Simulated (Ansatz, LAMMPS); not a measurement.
# Localised basis functions on glassy 63GeO2-33Na2O-3Sc2O3 (mol %) (92 atoms), part 3 of 3

Aim: test how closely localised support functions follow the reference on glassy 63GeO2-33Na2O-3Sc2O3 (mol %) (92 atoms), and at what cost. A setting counts as converged where the r.m.s. difference of forces stays under 1 % of the r.m.s. force.

Ansatz 0.2.0; Kohn-Sham DFT, PBE, PAW (set soft_2), plane waves.

The cell: 19 Ge, 20 Na, 2 Sc and 51 O. The quench rate of 25 K/ps is orders of magnitude faster than experiment. The starting topology of bonds comes from the classical model. The Brillouin zone is sampled at Γ only, in a cell whose shortest periodic width is 11 Å.

So far. Step 8 (Support functions medium, radius 3.85 Å): Forces differ from the reference by 4.8 meV/Å r.m.s., 0.55 % of their size, within a tolerance of 1 %; the energy by -6.2 meV/atom. It took roughly 7.4 times the reference's time (one timing each, with unlike analyses asked), in 16 cycles against 10. Step 9 (With scf.n_extra_bands = 8): Forces differ from the reference by 0.006 meV/Å r.m.s., 7.0e-4 % of their size, well within a tolerance of 1 %.

## 11. The reference in detail

The comparisons rest on this run, so its electronic structure is set out here.

Neighbours are counted within 3.09 Å (O-Na), 2.23 Å (O-Ge), 2.76 Å (O-Sc).

Length of the force by element and coordination:

```csv
element,coordination,atoms,mean length of the force (eV/Å),spread,least,most
Ge,all,19,1.21,0.553,0.292,2.62
Ge,4,15,1.17,0.473,0.292,1.92
Ge,5,4,1.39,0.758,0.586,2.62
Na,all,20,0.464,0.192,0.177,0.846
Na,3,1,0.368,0,0.368,0.368
Na,4,2,0.381,0.204,0.177,0.585
Na,5,8,0.499,0.215,0.225,0.846
Na,6,6,0.405,0.178,0.214,0.783
Na,7,3,0.579,0.0433,0.533,0.636
O,all,51,1.78,0.498,0.553,2.62
O,2,3,1.80,0.157,1.66,2.02
O,3,19,1.66,0.542,0.553,2.57
O,4,11,1.83,0.522,0.853,2.62
O,5,16,1.94,0.353,0.908,2.55
O,6,2,1.20,0.547,0.655,1.75
Sc,all,2,1.46,0.394,1.07,1.86
Sc,5,1,1.86,0,1.86,1.86
Sc,6,1,1.07,0,1.07,1.07
```

Löwdin charges by element and coordination (they lack the spilled electrons, 0.039 e an atom on average):

```csv
element,coordination,atoms,mean charge (e),spread,least,most
Ge,all,19,1.53,0.0325,1.48,1.59
Ge,4,15,1.53,0.0344,1.48,1.59
Ge,5,4,1.51,0.0168,1.50,1.54
Na,all,20,0.790,0.0143,0.759,0.818
Na,3,1,0.818,0,0.818,0.818
Na,4,2,0.795,0.0178,0.777,0.813
Na,5,8,0.785,0.0148,0.759,0.810
Na,6,6,0.790,0.0098,0.775,0.805
Na,7,3,0.788,0.0061,0.78,0.795
O,all,51,-0.856,0.0747,-1.00,-0.777
O,2,3,-0.783,0.001,-0.784,-0.781
O,3,19,-0.811,0.0377,-0.956,-0.777
O,4,11,-0.883,0.084,-1.00,-0.797
O,5,16,-0.900,0.0712,-0.994,-0.802
O,6,2,-0.902,0.0218,-0.924,-0.880
Sc,all,2,1.23,0.0299,1.20,1.26
Sc,5,1,1.26,0,1.26,1.26
Sc,6,1,1.20,0,1.20,1.20
```

States in the cell by windows of 1 eV, zero at the Fermi level; the larger projections on atomic orbitals stand beside the total:

```csv
from (eV),to (eV),total,O p,Ge p,Ge s,Sc d
-10,-9,8.5,5.1,0.8,1.8,0.0
-9,-8,11.3,7.1,1.3,1.8,0.0
-8,-7,11.9,8.5,2.4,0.5,0.0
-7,-6,21.1,15.5,3.8,0.5,0.2
-6,-5,32.2,24.8,4.2,0.6,0.3
-5,-4,43.2,36.8,2.9,0.2,0.3
-4,-3,65.3,60.1,1.4,0.2,0.9
-3,-2,69.6,66.1,0.8,0.1,0.5
-2,-1,30.4,29.1,0.3,0.0,0.2
-1,0,0.3,0.3,0.0,0.0,0.0
0,1,1.1,0.1,0.0,0.2,0.0
1,2,0.9,0.1,0.0,0.2,0.0
2,3,8.3,1.4,0.8,2.1,0.9
3,4,23.9,3.2,1.7,3.1,10.1
4,5,20.7,3.1,2.9,3.0,2.9
```

The curve was stored every 0.100 eV, coarse against its broadening of 0.08 eV, so these counts are rough.

Between -26 and -10 eV lie 414 more states.

The levels nearest the highest filled one (over half full), pooled over k-points and spins:

```csv
level less the highest filled one (eV),occupation
-0.459,2
-0.283,2
-0.171,2
-0.160,2
-0.0846,2
0,2
2.06,0
3.44,0
3.68,0
3.77,0
4.04,0
4.10,0
```

ELF in the ac plane at fractional y = 0.373, with atoms of Ge and Na and O within 0.2 Å of it. It is the smooth field of the valence electrons, not physical close to the nuclei.

Ten even steps from '0' (0.01) to '9' (0.84), each cell a mean:
```
4201101554001000269999720001466
9730005646300001258899720016899
9851004666203322235776300038976
9841000231158863102321000037998
7410000000599886212210000002688
1110001001599897322221100000023
4665100000379995212222100000000
6436300000013542001121000011100
4666100001100000000000001345420
0221000012210000000000001356520
0000121122211122000222100011110
0000122211123675211232100244100
0000011200025887422222101566400
0000012310136776310121000354200
1001478874223333200021000001232
2001799688410012211244200157886
1000699798400001124789731269996
1000147775100000027977952247885
0001122222223200038988842123432
0257642224688730015887421022110
1699885237889961000232122234310
2798586238868961000000012345310
1599996116999840013542001233200
0147862001477410158998300000000
```
Columns run along a (10.9 Å), rows up along c (10.9 Å). Atoms in or near the plane, at fractional coordinates: Ge at (0.30, 0.46), Ge at (0.58, 0.39), Na at (0.06, 0.68), Na at (0.26, 0.92), O at (0.37, 0.10), O at (0.66, 0.25), O at (0.13, 0.10), O at (0.97, 0.88), O at (0.23, 0.33).

Valence density in the ac plane at fractional y = 0.373, with atoms of Ge and Na and O within 0.2 Å of it. It is the smooth field of the valence electrons, not physical close to the nuclei.

Ten steps, logarithmic in the rise over the least value, from '0' (0 e/Å³) to '9' (32 e/Å³), each cell a mean:
```
1000001453000000013553100000011
3100003786200000123553100001244
5200002675100001233331000001466
4200000121012222464210000001355
1100000000124543453110000000122
0110000000125542111110000000000
2564000000012321000000000000000
4886100000000000000000000000000
2664000000000000000000000011000
0110000000000000000000000001000
0000000111110000000000000000000
0000001146521111000000000133100
0000001279842332122110000355200
0000001257632232367520000133100
0000013332211111389621000001000
0000135653100001245421000011210
0000135652100000012343210012321
0000012331000000002466421122221
0000012221000000002455324532110
0011222332222100001222236742100
0124543223455210000000113431100
0146652113565310000000001111000
0124531002343200000000000000000
0011210000111000002221000000000
```
Columns run along a (10.9 Å), rows up along c (10.9 Å). Atoms in or near the plane, at fractional coordinates: Ge at (0.30, 0.46), Ge at (0.58, 0.39), Na at (0.06, 0.68), Na at (0.26, 0.92), O at (0.37, 0.10), O at (0.66, 0.25), O at (0.13, 0.10), O at (0.97, 0.88), O at (0.23, 0.33).

Mean Löwdin charges: Ge +1.53, Na +0.79, O -0.86, Sc +1.23 e (they miss 0.46 % of the electrons, so they add up to more than the cell's charge).

## 12. Local order

Bonds and neighbours are counted at the geometry of the runs.

Density 3.49 g/cm³, 14.20 Å³ an atom.

Pair distribution functions g(r), in bins of 0.2 Å:

```csv
r (Å),total,O-O,O-Na,O-Ge,O-Sc,Na-Na,Na-Ge
1.60,0.48,0.00,0.00,2.10,0.00,0.00,0.00
1.80,2.68,0.00,0.00,11.70,0.00,0.00,0.00
2.00,0.12,0.00,0.00,0.29,2.37,0.00,0.00
2.20,0.62,0.00,1.62,0.00,9.72,0.00,0.00
2.40,1.05,0.07,3.92,0.09,0.00,1.33,0.00
2.60,0.91,1.36,1.89,0.00,0.00,0.77,0.00
2.80,1.70,4.35,0.85,0.07,0.00,1.63,0.35
3.00,0.89,1.47,0.62,0.12,0.54,1.16,1.52
3.20,0.90,0.71,0.63,0.22,0.00,1.80,3.33
3.40,1.05,0.62,0.74,0.41,0.00,0.93,2.99
3.60,0.79,0.86,0.51,0.57,0.38,1.00,1.70
3.80,1.00,0.86,0.99,1.16,0.36,0.56,1.52
4.00,1.03,0.82,1.08,1.60,0.94,0.66,0.76
4.20,0.92,0.68,1.01,1.38,2.00,0.75,0.61
4.40,1.10,0.79,1.10,1.98,1.06,0.53,0.71
4.60,1.11,0.62,1.37,1.60,2.15,1.09,0.58
4.80,1.08,0.89,1.50,0.89,1.32,1.47,0.95
5.00,1.11,1.16,1.56,0.81,2.05,0.21,0.99
5.20,1.00,1.39,0.83,0.91,0.74,0.76,0.50
5.40,1.01,1.46,0.73,0.64,1.42,0.97,1.08
```

Bonds by pair of elements; cutoffs follow the first minimum of g(r), held within bounds set by covalent radii, and pairs that aren't listed don't count as bonded:

```csv
pair A-B,cutoff (Å),bonds,mean length (Å),spread (Å),shortest (Å),B about A,A about B
O-Na,3.09,108,2.52,0.228,2.17,2.12,5.4
O-Ge,2.23,80,1.75,0.058,1.68,1.57,4.21
O-Sc,2.76,11,2.15,0.065,2.06,0.216,5.5
```

How many atoms have how many bonded neighbours:

```csv
element,mean,2,3,4,5,6,7
Ge,4.21,0,0,15,4,0,0
Na,5.4,0,1,2,8,6,3
O,3.90,3,19,11,16,2,0
Sc,5.5,0,0,0,1,1,0
```

Oxygen atoms by the number of network formers (Si, P, Ge, B, Al, As, Ga) bound to them:

```csv
network formers bound to O,O atoms,per cent
0,1,2
1,20,39.2
2,30,58.8
```

Network units: each former by its oxygen neighbours and how many of them bridge to another former:

```csv
former,O neighbours,bridging O,atoms
Ge,4,2,4
Ge,4,3,9
Ge,4,4,2
Ge,5,4,3
Ge,5,5,1
```

Rings of the network by King's shortest-path rule, up to 12 atoms, one path for each pair of neighbours; H, halogens, alkali and alkaline-earth atoms are left out:

```csv
ring size (atoms),rings,per network atom
8,5,0.069
10,3,0.042
12,17,0.236
```

Among the first-shell peaks of g(r) are those at about 2.8 Å (O-O), 2.4 Å (O-Na), 1.7 Å (O-Ge), 2.1 Å (O-Sc) and 3.3 Å (Na-Ge). Counting bonds as in the table, 79 % of Ge atoms have 4, 40 % of Na atoms have 5, 37 % of O atoms have 3 and 50 % of Sc atoms have 5 and as many 6 bonded neighbours. 59 % of the oxygens bridge two formers and 39 % are non-bridging; 2 % join none. The commonest Ge unit has 4 oxygens, 3 of them shared with other formers (9 of 19 atoms). Rings of 12 atoms are the most common (68 % of those counted); sizes run from 8 to 12, where the search stops.

Local excerpt of 17 atoms (numbers count through the whole input) about O65, which has 4 bonded neighbours where the commonest count for O is 3; x, y, z are measured from there.

```csv
atom,x,y,z,distance (Å),bonds,Löwdin charge (e),Fx,Fy,Fz (eV/Å)
O65,0.00,0.00,0.00,0.00,4,-0.81,0.11,0.25,1.87
Ge11,-1.35,0.79,-0.74,1.73,4,1.59,-0.34,-0.20,0.20
Ge7,1.34,-1.13,-0.30,1.78,5,1.50,0.44,-1.04,-2.36
Na31,-0.76,-1.42,1.95,2.52,6,0.77,-0.19,-0.25,-0.09
Na36,0.94,1.42,1.92,2.57,5,0.78,-0.34,0.63,-0.22
O42,0.79,-1.48,-2.13,2.72,2,-0.78,-1.49,-0.11,0.84
O49,-2.65,0.67,0.35,2.76,3,-0.78,0.32,-0.25,0.42
O45,-0.88,2.34,-1.21,2.78,3,-0.80,0.70,0.47,-1.32
O73,0.52,-2.74,-0.07,2.79,5,-0.82,-0.04,-0.10,2.13
O68,2.09,-1.34,1.37,2.84,5,-0.82,-0.31,2.01,-0.08
O63,2.72,-0.33,-0.94,2.90,3,-0.78,1.82,0.79,0.25
O76,-2.00,-0.03,-2.15,2.94,3,-0.80,0.27,1.44,-1.61
O79,2.54,2.65,0.71,3.74,5,-0.98,0.36,-1.21,1.69
Ge17,-0.36,-3.53,-1.35,3.80,4,1.49,0.79,0.38,-1.71
Na28,3.42,0.61,1.55,3.81,6,0.78,0.25,-0.28,0.02
O69,-1.14,1.94,3.08,3.81,4,-0.97,0.58,-2.17,0.52
O51,-1.79,-2.76,-1.96,3.83,3,-0.80,-1.06,-0.68,0.19
```

## 13. Results

```
free energy per atom                             : -1571.4056 eV/atom
pressure                                         : 7.236 GPa
r.m.s. force component                           : 0.8865 eV/Å
gap (highest filled to lowest empty level) : 2.059 eV
wall time of the 6 DFT runs                      : 3.7 min
```

Against plane waves at 420 eV, the forces differ by 4.8 meV/Å (0.54 %) with support functions medium. At 92 atoms the fastest of the runs at a preset level, support functions low, takes roughly 5.6 times the time of plane waves (whose run also made extra analyses), in 14 SCF cycles against 10. Differences between support functions and plane waves include what basis error the plane-wave run still has. The force difference hardly changes among these support-function runs, which points to the basis of the plane-wave reference as its main source.

The highest filled and lowest empty levels differ by 2.06 eV (at Γ alone); a semilocal functional tends to put such gaps too low. In a disordered cell it changes from sample to sample, and tail or defect levels can set it. Counting bonds as in the table, 79 % of Ge atoms have 4, 40 % of Na atoms have 5, 37 % of O atoms have 3 and 50 % of Sc atoms have 5 and as many 6 bonded neighbours. 59 % of the oxygens bridge two formers and 39 % are non-bridging; 2 % join none.

Caveats: The geometry was minimised with a classical potential and isn't relaxed at this level: its force components are 0.89 eV/Å r.m.s. The pressure of 7.2 GPa belongs to unrelaxed atoms and would change as they relax.

[Long decimals in the printed logs are rounded to 6 places.]

[Logs are printed without paths, hosts, clocks, repeated set-up lines and the standing remarks that a program may print on its own settings, such as how far it seeks lower states.]

[Hosts, paths, dates, database ids (printed as entryN), source tags and the programs' standing remarks are cut or masked in the printed files.]
